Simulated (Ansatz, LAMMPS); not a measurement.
## Relaxing glassy 68SiO2-14MgO-11ZnO-7BaO (mol %) (75 atoms)

Aim: bring glassy 68SiO2-14MgO-11ZnO-7BaO (mol %) (75 atoms) to a nearby minimum of the energy and see what moves.

Main program and level: Ansatz 0.2.0; Kohn-Sham DFT, PBE, PAW (set soft_2), plane waves.

Report form: the programs' logs are mostly left out.

## (1) The structure

The cell holds 75 atoms: 19 Si, 4 Mg, 3 Zn, 2 Ba and 47 O. Its edges and angles: a = 10.485 Å, b = 10.485 Å, c = 10.485 Å, α = 90.0°, β = 90.0°, γ = 90.0°. 75 atoms (19 Si, 4 Mg, 3 Zn, 2 Ba, 47 O) placed at random at 2.67 g/cm³, melted at 4000 K for 10 ps at fixed volume with the Morse and Coulomb pair potential with partial charges (Pedone, Malavasi, Menziani, Cormack and Segre, J. Phys. Chem. B 110, 11780 (2006)). Quenched from 4000 K to 300 K at 25 K/ps and fixed volume, held 5 ps, then minimised at fixed cell.

What the set-up can't give: The quench rate of 25 K/ps far exceeds what a furnace or splat quench reaches, so expect more defects and frozen-in strain than in a real sample. The network of bonds at the start is that of the classical potential that made the cell. Sampling is at Γ alone, for a cell whose shortest periodic width is 10 Å. Spin–orbit coupling is left out, which matters for the levels of the heavy elements.

## (2) How the cell was made

A classical potential makes the cell, at a small fraction of what the same run would cost in DFT.

This step: classical MD, Morse and Coulomb pair potential with partial charges (Pedone, Malavasi, Menziani, Cormack and Segre, J. Phys. Chem. B 110, 11780 (2006)) (LAMMPS 22 Jul 2025 - Update 4).

in.lmp reads:

```
# melt-quench of Si19Mg4Zn3Ba2O47
units metal
atom_style charge
boundary p p p
region box block 0 10.4854 0 10.4854 0 10.4854
create_box 5 box
mass 1 28.0850   # Si
mass 2 24.3050   # Mg
mass 3 65.3800   # Zn
mass 4 137.3270   # Ba
mass 5 15.9990   # O
create_atoms 1 random 19 432044 NULL overlap 1.5 maxtry 2000
create_atoms 2 random 4 432051 NULL overlap 1.5 maxtry 2000
create_atoms 3 random 3 432058 NULL overlap 1.5 maxtry 2000
create_atoms 4 random 2 432065 NULL overlap 1.5 maxtry 2000
create_atoms 5 random 47 432072 NULL overlap 1.5 maxtry 2000
pair_style hybrid/overlay pedone 5.5 coul/long 8.0
pair_coeff * * coul/long
pair_coeff 1 5 pedone 0.340554 2.006700 2.100000 1   # Si-O
pair_coeff 2 5 pedone 0.038908 2.281000 2.586153 5   # Mg-O
pair_coeff 3 5 pedone 0.001221 3.150679 2.851850 1   # Zn-O
pair_coeff 4 5 pedone 0.065011 1.547596 3.393410 5   # Ba-O
pair_coeff 5 5 pedone 0.042395 1.379316 3.618701 22   # O-O
set type 1 charge 2.4
set type 2 charge 1.2
set type 3 charge 1.2
set type 4 charge 1.2
set type 5 charge -1.2
kspace_style pppm 1.0e-4
neigh_modify delay 0 every 1 check yes
thermo_style custom step time temp pe press density
thermo_modify norm yes
timestep 0.002
thermo 100
# [... 18 lines left out ...]
thermo 1250
fix md all nvt temp 300 300 0.2
run 2500 post no
unfix md
thermo 100
min_style cg
minimize 0 1e-3 2000 20000
write_dump all custom glass.dump id type xs ys zs modify sort id
```

Run with:

```bash
$ lmp -in in.lmp -log none -nocite
```

Run time: 25 s. Hardware: 1 thread of Arm Neoverse V2, shared host; peak memory 0.069 GiB.

## (3) Single point at the start

A single point comes first, to see the forces before anything moves.

input.yaml reads:

```yaml
crystal:
  lattice:
    - [10.4854, 0.0, 0.0]
    - [0.0, 10.4854, 0.0]
    - [0.0, 0.0, 10.4854]
  atoms:
    - { symbol: Si, position: [0.49476, 0.66454, 0.59633] }
    - { symbol: Si, position: [0.52565, 0.21813, 0.51059] }
    - { symbol: Si, position: [0.33695, 0.2968, 0.28502] }
    - { symbol: Si, position: [0.6569, 0.90951, 0.16941] }
    - { symbol: Si, position: [0.20643, 0.99989, 0.54] }
    - { symbol: Si, position: [0.53406, 0.95694, 0.68672] }
    - { symbol: Si, position: [0.06003, 0.918, 0.88349] }
    - { symbol: Si, position: [0.07418, 0.90719, 0.16695] }
[... 63 atom lines left out ...]
    - { symbol: O, position: [0.4356, 0.42983, 0.9292] }
    - { symbol: O, position: [0.355, 0.68798, 0.25928] }
    - { symbol: O, position: [0.33688, 0.20401, 0.88427] }
    - { symbol: O, position: [0.96292, 0.25589, 0.74866] }
kpoints:
  mp_grid: { grid: [1, 1, 1] }
hamiltonian:
  xc: pbe
scf:
  occupations: { method: fixed }
output:
  forces: true
  stress: true
  populations: intrinsic
  dos:
    method: { smearing: { sigma: 0.15 } }
    de: 0.1
    projected: { site_lists: { Ba: [Ba], Mg: [Mg], O: [O], Si: [Si], Zn: [Zn] } }
  eigenvalues: true
```

Run with:

```bash
$ ansatz run input.yaml --threads 4 --pin off --max-ram 8192MiB --backend cpu --events-out ev --progress --plain --runs-dir out
```

The job ended after 14 s (4 threads of Arm Neoverse V2, shared host; peak memory 1.4 GiB; 51 s of CPU time).

The run gave:

* free energy: -68376.0986 eV
* free energy per atom: -911.6813 eV/atom
* SCF cycles: 10
* pressure: 1.123 GPa
* r.m.s. force component: 0.9169 eV/Å
* longest force: 2.98 eV/Å
* Fermi energy: 3.277 eV
* gap (highest filled to lowest empty level): 2.723 eV

The r.m.s. force component of 0.92 eV/Å and the pressure of 1.1 GPa set the starting point.

Length of the force by element:

| element | coordination | atoms | mean length of the force (eV/Å) | spread | least | most |
| --- | --- | --- | --- | --- | --- | --- |
| Ba | all | 2 | 0.475 | 0.0751 | 0.400 | 0.550 |
| Mg | all | 4 | 1.13 | 0.522 | 0.260 | 1.61 |
| O | all | 47 | 1.53 | 0.730 | 0.521 | 2.98 |
| Si | all | 19 | 1.38 | 0.590 | 0.454 | 2.61 |
| Zn | all | 3 | 1.19 | 0.261 | 0.988 | 1.56 |

## (4) Relaxation

With the cell held, the atoms are moved downhill towards a nearby minimum.

input.yaml, the sections that differ from step 3:

```yaml
output:
  forces: true
relax:
  f_tol: 0.05
  max_steps: 200
# crystal, kpoints, hamiltonian, scf: as in step 3
```

Elapsed: 67 s, on 4 threads; peak memory 1.3 GiB; 4.2 min of CPU time.

Step by step:

| step | energy less that of the first step (eV) | largest force component (eV/Å) |
| --- | --- | --- |
| 1 | 0.0000 | 2.5174 |
| 2 | -1.8950 | 1.3494 |
| 3 | -3.0458 | 0.6992 |
| 4 | -3.3318 | 0.8036 |
| 5 | -3.4408 | 0.3977 |
| 6 | -3.5118 | 0.3916 |
| 7 | -3.5285 | 0.2837 |
| 8 | -3.5654 | 0.1915 |
| 9 | -3.5680 | 0.1726 |
| 10 | -3.5712 | 0.1992 |
| 11 | -3.5745 | 0.0378 |
| 12 | -3.5745 | 0.0374 |

The atoms that moved most (Å):

| atom | dx | dy | dz | length |
| --- | --- | --- | --- | --- |
| O40 | 0.057 | -0.137 | -0.341 | 0.372 |
| O64 | -0.316 | 0.067 | 0.057 | 0.328 |
| O30 | -0.040 | 0.287 | 0.053 | 0.295 |
| O45 | 0.116 | -0.081 | 0.229 | 0.269 |
| Zn26 | 0.110 | 0.189 | 0.136 | 0.258 |
| Mg20 | -0.010 | -0.237 | -0.094 | 0.256 |
| Ba28 | -0.210 | -0.090 | 0.034 | 0.231 |
| O34 | -0.044 | 0.173 | 0.145 | 0.230 |

The relaxation changed the energy by -47.7 meV/atom, and atoms moved by 0.15 Å r.m.s., 0.37 Å at most.

## (5) Local order after relaxation

Density 2.67 g/cm³, 15.37 Å³ an atom.

g(r), total and by pair (bins of 0.2 Å):

| r (Å) | total | O-O | O-Si | O-Mg | O-Zn | O-Ba | Si-Si |
| --- | --- | --- | --- | --- | --- | --- | --- |
| 1.50 | 0.66 | 0.00 | 2.07 | 0.00 | 0.00 | 0.00 | 0.00 |
| 1.70 | 3.95 | 0.00 | 12.46 | 0.00 | 0.00 | 0.00 | 0.00 |
| 1.90 | 0.66 | 0.00 | 0.00 | 5.83 | 5.28 | 0.00 | 0.00 |
| 2.10 | 0.33 | 0.00 | 0.00 | 3.30 | 2.24 | 0.00 | 0.00 |
| 2.30 | 0.09 | 0.00 | 0.00 | 0.00 | 1.75 | 0.00 | 0.00 |
| 2.50 | 0.51 | 1.03 | 0.00 | 0.41 | 0.49 | 0.77 | 0.00 |
| 2.70 | 2.38 | 5.64 | 0.00 | 0.00 | 0.00 | 4.07 | 0.00 |
| 2.90 | 0.29 | 0.35 | 0.00 | 0.31 | 0.00 | 0.55 | 0.58 |
| 3.10 | 0.62 | 0.52 | 0.05 | 0.00 | 0.68 | 0.98 | 3.96 |
| 3.30 | 0.77 | 0.56 | 0.33 | 0.00 | 0.00 | 1.38 | 2.88 |
| 3.50 | 0.86 | 0.91 | 0.91 | 0.79 | 0.80 | 0.38 | 0.00 |
| 3.70 | 0.85 | 0.61 | 1.06 | 1.98 | 1.41 | 0.73 | 0.00 |
| 3.90 | 1.12 | 0.68 | 1.57 | 1.29 | 2.14 | 1.25 | 0.17 |
| 4.10 | 1.42 | 0.81 | 2.58 | 1.45 | 0.97 | 1.18 | 0.59 |
| 4.30 | 1.36 | 0.92 | 1.94 | 1.18 | 1.92 | 1.60 | 0.54 |
| 4.50 | 0.81 | 0.80 | 0.84 | 1.21 | 0.81 | 0.24 | 0.87 |
| 4.70 | 1.07 | 1.26 | 0.82 | 1.44 | 1.18 | 1.10 | 0.91 |
| 4.90 | 1.06 | 1.42 | 0.58 | 0.92 | 0.40 | 1.21 | 1.70 |
| 5.10 | 1.21 | 1.52 | 0.87 | 0.75 | 1.39 | 1.31 | 1.48 |

## (6) Single point at the relaxed geometry

The electronic structure is read at the final geometry, in a run of its own.

input.yaml reads:

```yaml
crystal:
  lattice:
    - [10.4854, 0.0, 0.0]
    - [0.0, 10.4854, 0.0]
    - [0.0, 0.0, 10.4854]
  atoms:
    - { symbol: Si, position: [0.50158, 0.6674, 0.59266] }
    - { symbol: Si, position: [0.53197, 0.21891, 0.50458] }
    - { symbol: Si, position: [0.34228, 0.29809, 0.28524] }
    - { symbol: Si, position: [0.65068, 0.90206, 0.16025] }
    - { symbol: Si, position: [0.20498, 0.99858, 0.54461] }
    - { symbol: Si, position: [0.54, 0.96171, 0.68317] }
    - { symbol: Si, position: [0.06002, 0.91844, 0.895] }
    - { symbol: Si, position: [0.08827, 0.90415, 0.17709] }
[... 63 atom lines left out ...]
    - { symbol: O, position: [0.42506, 0.42746, 0.92124] }
    - { symbol: O, position: [0.36505, 0.69823, 0.26649] }
    - { symbol: O, position: [0.32407, 0.21054, 0.88015] }
    - { symbol: O, position: [0.95833, 0.265, 0.74119] }
kpoints:
  mp_grid: { grid: [1, 1, 1] }
hamiltonian:
  xc: pbe
scf:
  occupations: { method: fixed }
output:
  forces: true
  stress: true
  populations: true
  dos:
    method: { smearing: { sigma: 0.08 } }
    de: 0.1
    projected: { site_lists: { Ba: [Ba], Mg: [Mg], O: [O], Si: [Si], Zn: [Zn] } }
  eigenvalues: true
  write_density: true
  write_potential: true
  volumetric_format: npy
  elf: true
```

Run time: 14 s. Hardware: 4 threads; peak memory 1.4 GiB; 53 s of CPU time.

The program notes that the exchange-correlation potential is rough where the density is thin.

The run gave:

| Property | Result |
| --- | --- |
| free energy | -68379.6731 eV |
| free energy per atom | -911.7290 eV/atom |
| SCF cycles | 9 |
| pressure | -2.113 GPa |
| r.m.s. force component | 0.00873 eV/Å |
| longest force | 0.04726 eV/Å |
| Fermi energy | 2.776 eV |
| gap (highest filled to lowest empty level) | 3.361 eV |
| spilling of the projection | 0.01207 |

Löwdin charges by element (they lack the spilled electrons, 0.073 e an atom on average):

| element | coordination | atoms | mean charge (e) | spread | least | most |
| --- | --- | --- | --- | --- | --- | --- |
| Ba | all | 2 | 1.86 | 0.0073 | 1.85 | 1.86 |
| Mg | all | 4 | 1.65 | 0.0106 | 1.64 | 1.66 |
| O | all | 47 | -0.889 | 0.100 | -1.06 | -0.786 |
| Si | all | 19 | 1.71 | 0.0464 | 1.64 | 1.80 |
| Zn | all | 3 | 1.49 | 0.0096 | 1.48 | 1.51 |

States in the cell by windows of 1 eV, zero at the Fermi level; the larger projections on atomic orbitals stand beside the total:

| from (eV) | to (eV) | total | O p | Si p | Zn d |
| --- | --- | --- | --- | --- | --- |
| -14 | -12 | 0.0 | 0.0 | 0.0 | 0.0 |
| -12 | -11 | 5.6 | 0.2 | 0.0 | 0.0 |
| -11 | -10 | 6.7 | 0.5 | 0.0 | 0.0 |
| -10 | -9 | 7.9 | 5.2 | 0.4 | 0.0 |
| -9 | -8 | 9.0 | 6.0 | 0.7 | 0.0 |
| -8 | -7 | 13.5 | 9.5 | 1.6 | 0.2 |
| -7 | -6 | 22.1 | 15.3 | 3.3 | 2.2 |
| -6 | -5 | 31.2 | 13.7 | 2.4 | 14.1 |
| -5 | -4 | 33.5 | 19.8 | 2.5 | 8.6 |
| -4 | -3 | 51.2 | 41.8 | 3.3 | 2.4 |
| -3 | -2 | 54.7 | 49.3 | 1.7 | 1.2 |
| -2 | -1 | 51.8 | 48.2 | 1.2 | 0.8 |
| -1 | 0 | 35.9 | 34.1 | 0.6 | 0.3 |
| 0 | 1 | 0.8 | 0.8 | 0.0 | 0.0 |
| 1 | 3 | 0.0 | 0.0 | 0.0 | 0.0 |
| 3 | 4 | 2.0 | 0.1 | 0.0 | 0.0 |
| 4 | 5 | 4.0 | 0.6 | 0.3 | 0.0 |

The curve was stored every 0.100 eV, coarse against its broadening of 0.08 eV, so these counts are rough.

With fixed occupations the program's Fermi level is the highest filled level; weight inside the gap is the broadening of levels at its edges.

Between -26 and -14 eV lie 97 more states.

The stored curve holds about 421 of the 454 electrons; the rest, give or take the few that broadening carries across the Fermi level, lie in deeper levels below its range.

The levels nearest the highest filled one (over half full), pooled over k-points and spins:

| level less the highest filled one (eV) | occupation |
| --- | --- |
| -0.381 | 2 |
| -0.290 | 2 |
| -0.250 | 2 |
| -0.221 | 2 |
| -0.116 | 2 |
| 0 | 2 |
| 3.36 | 0 |
| 4.49 | 0 |
| 4.61 | 0 |
| 5.28 | 0 |
| 5.55 | 0 |
| 5.61 | 0 |

Electrostatic potential energy in the bc plane at fractional x = 0.186, with atoms of Si and Zn and Ba and O within 0.2 Å of it. With pseudopotentials it is smooth inside the atoms' cores, unlike the true potential.

Values in eV, 13 rows by 16 columns, each cell a mean:
```
-10   6   9   9   9   9   9   9   5  -5 -13  -2   6   7   6   0
-36  -4   7   8   8   8   7   7   2 -28 -40 -22  -5   5   6 -16
  1   3   5   6   4   2   3   6   2 -20 -22  -6   5   8   8   6
  6   5   6   2 -15 -27 -17   2 -12 -38 -10   4   6   9   9   8
 -3  -1   5  -1 -28 -39 -31  -3   4  -3 -12 -24  -8   2  -1   0
-36  -7   6   3 -10 -21 -12   2   6   4 -21 -36 -17  -2 -10 -31
-24  -3   6   7   5   3   4   6   7   5   0  -4   3   7   3 -20
  5   5   5   5   6   8   8   8   4 -25 -13   7   8   8   8   6
  8   6   3 -25 -26   6   9   8   6  -9  -2   7   8   8   8   8
  8   8   6  -7  -9   7   9   9   8   7   7   8   9   7   5   6
  8   9   9   9   9   9   9   9   9   8   8   8   8   2 -13   1
  9   9   9   9   9   9   9   9   9   9   8   8   8   5  -4   5
  9   9   9   9   9   9   9   9   8   7   7   7   7   8   8   9
```
Columns run along b (10.5 Å; values clipped at the 3rd and 97th percentile), rows up along c (10.5 Å). Atoms in or near the plane, at fractional coordinates: Si at (0.00, 0.54), Si at (0.64, 0.87), Zn at (0.71, 0.59), Ba at (0.34, 0.65), O at (0.58, 0.73), O at (0.01, 0.89), O at (0.24, 0.32).

ELF in the bc plane at fractional x = 0.186, with atoms of Si and Zn and Ba and O within 0.2 Å of it. It is the smooth field of the valence electrons, not physical close to the nuclei.

Ten even steps from '0' (0.00) to '9' (0.86), each cell a mean:
```
88730000000015788752122210147
89940011100003677631367741279
47951012100001234221489962388
89841010000000023321489972278
76410000022100368974357851036
11222002699721698796212210001
14676217999972697586200011100
27998339832793389873111257631
37886239811795146521001389973
14432028988994001110000489984
11321004899972000010001378872
14664200234310011111111244431
23554100000000146763110011223
21221124420000379898410000133
00012589862000379889610000111
00015987984000158987300000000
01015976984000024653000000000
01103799973000001110000013320
00001366631000000000000147752
10000011000000000000000379985
20000000000000000000001489996
10000000000000011000001367874
00000000000001455410000123320
23200000000014788631000000001
```
Columns run along b (10.5 Å), rows up along c (10.5 Å). Atoms in or near the plane, at fractional coordinates: Si at (0.00, 0.54), Si at (0.64, 0.87), Zn at (0.71, 0.59), Ba at (0.34, 0.65), O at (0.58, 0.73), O at (0.01, 0.89), O at (0.24, 0.32).

Mean Löwdin charges: Ba +1.86, Mg +1.65, O -0.89, Si +1.71, Zn +1.49 e (they miss 1.2 % of the electrons, so they add up to more than the cell's charge).

A closer look about Ba27, one of the 2 Ba atoms: 14 atoms, nearest first, numbered in the order of the input, with positions taken from that point.

| atom | x | y | z | distance (Å) | Löwdin charge (e) |
| --- | --- | --- | --- | --- | --- |
| Ba27 | 0.00 | 0.00 | 0.00 | 0.00 | 1.85 |
| O75 | 1.09 | 1.96 | 1.42 | 2.65 | -1.04 |
| O34 | 0.87 | -1.30 | 2.17 | 2.67 | -1.03 |
| O53 | -1.86 | -1.23 | 1.51 | 2.70 | -1.04 |
| O69 | 2.50 | 0.23 | -1.18 | 2.77 | -0.88 |
| O39 | -1.82 | 1.92 | -1.35 | 2.97 | -1.06 |
| O59 | 0.97 | 1.73 | -2.54 | 3.22 | -1.04 |
| O50 | -3.32 | -0.05 | -0.38 | 3.34 | -0.80 |
| Mg22 | -0.82 | -1.26 | 3.19 | 3.53 | 1.66 |
| Si13 | 0.02 | 2.49 | 2.52 | 3.54 | 1.65 |
| O49 | -0.68 | 1.15 | 3.31 | 3.58 | -0.85 |
| Si6 | -3.30 | -1.22 | 0.81 | 3.61 | 1.71 |
| O64 | 2.92 | -2.14 | -0.06 | 3.62 | -0.96 |
| Si12 | 2.27 | 0.84 | -2.72 | 3.64 | 1.70 |

## (7) Results

```json
{"energy change in the relaxation": "-47.66 meV/atom", "r.m.s. displacement": "0.154 Å", "largest displacement": "0.372 Å", "free energy per atom": "-911.7290 eV/atom", "pressure": "-2.113 GPa", "r.m.s. force component": "0.00873 eV/Å", "gap (highest filled to lowest empty level)": "3.361 eV", "wall time of the 3 DFT runs": "95 s"}
```

In words: Relaxation lowers the energy by 47.7 meV/atom and moves atoms by 0.15 Å r.m.s.; the r.m.s. force component goes from 0.92 to 0.0087 eV/Å, the pressure goes from 1.1 to -2.1 GPa, and the gap from 2.72 to 3.36 eV. First to last step the energy falls by 3.574 eV; the largest move, 0.37 Å, is that of O40. Between filled and empty levels lie 3.36 eV (at Γ alone); a semilocal functional tends to put such gaps too low. In a disordered cell it changes from sample to sample, and tail or defect levels can set it.

What to keep in mind: The network of bonds at the start is that of the classical potential that made the cell; in DFT atoms moved by 0.15 Å r.m.s. The pressure of -2.1 GPa shows the cell to be stretched for this functional.

[Logs are printed without paths, hosts, clocks, repeated set-up lines and the standing remarks that a program may print on its own settings, such as how far it seeks lower states.]

[Hosts, paths, dates, database ids (printed as entryN), source tags and the programs' standing remarks are cut or masked in the printed files.]
